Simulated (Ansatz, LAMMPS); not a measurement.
**What do other settings change for K+ PF6- in ethylene carbonate and tetrahydrofuran at 400 K (1608 atoms)?**

Density of this cell: 1.28 g/cm³. The cell holds 1608 atoms: 438 C, 258 O, 744 H, 21 P, 126 F and 21 K. Cell: a = 26.288 Å, b = 26.288 Å, c = 26.288 Å, α = 90.0°, β = 90.0°, γ = 90.0°. 66 ethylene carbonate, 60 tetrahydrofuran, 21 K+, 21 PF6- placed at random, at 1.28 g/cm³; overlaps pushed apart, then 10 ps at 550 K with stiff harmonic cages for PF6 and BF4 with UFF radii; Joung-Cheatham ions (J. Phys. Chem. B 112, 9020 (2008)); MMFF94 bonds, angles, torsions, charges and radii (Halgren, J. Comput. Chem. 17, 490 (1996)) in harmonic and 12-6 forms; charges of ions scaled by 0.8. Snapshot after 30 ps at 400 K and fixed volume.

Geometry: as built.

Reference run: Kohn-Sham DFT, PBE+D4, PAW (set soft_2), localised support functions (medium) (Ansatz 0.2.0), Γ point, fixed occupations.

```
r.m.s. force component                           : 1.07 eV/Å
pressure                                         : 3.356 GPa
gap (highest filled to lowest empty level) : 2.966 eV
SCF cycles                                       : 50
time                                             : 80 s on 1 × NVIDIA GB200 with 32 threads of Arm Neoverse V2, shared host
```

**Question.** The same geometry is run again with each of these changes. How far do the results move, and how long does each run take?
- truncated density matrix
- support functions low
- functional r2SCAN+D4
- support functions high

Each row is set against the support-function reference (Kohn-Sham DFT, PBE+D4, PAW (set soft_2), localised support functions (medium); r.m.s. force component 1.07 eV/Å). Energies are set beside the reference only for runs with its functional, potentials and electron count. Times are for 1 × NVIDIA GB200 with 32 threads of Arm Neoverse V2, shared host. The reference's time includes the DOS, the stress and grids, which some other runs skip.

| run | Δ force, r.m.s. (meV/Å) | share of r.m.s. force (%) | Δ energy (meV/atom) | Δ gap (eV) | cycles | time | host memory (GiB) |
| --- | --- | --- | --- | --- | --- | --- | --- |
| reference | - | - | - | - | 50 | 80 s | 9.3 |
| truncated density matrix | 0.268 | 0.025 | 1.0e-4 | - | 30 | 38 s | 5.4 |
| support functions low | 0.298 | 0.0278 | 0.0014 | 7.0e-4 | 22 | 32 s | 4.5 |
| functional r2SCAN+D4 | 198 | 18.5 | - | 0.544 | 25 | 62 s | 11 |
| support functions high | 0.278 | 0.026 | -0.08 | 4.0e-4 | 29 | 87 s | 13 |

The change to functional r2SCAN+D4 moves the forces by 198 meV/Å r.m.s. (19 %). Among numerical settings the force difference runs from 0.27 meV/Å (truncated density matrix) to 0.30 meV/Å (support functions low). 

[Logs are printed without paths, hosts, clocks, repeated set-up lines and the standing remarks that a program may print on its own settings, such as how far it seeks lower states.]

[Hosts, paths, dates, database ids (printed as entryN), source tags and the programs' standing remarks are cut or masked in the printed files.]

[The MMFF94 radii named for the starting cell were scaled by 0.96; in molecules described by MMFF94, hydrogen bound to N, O or S took a small fixed 12-6 site in their place.]
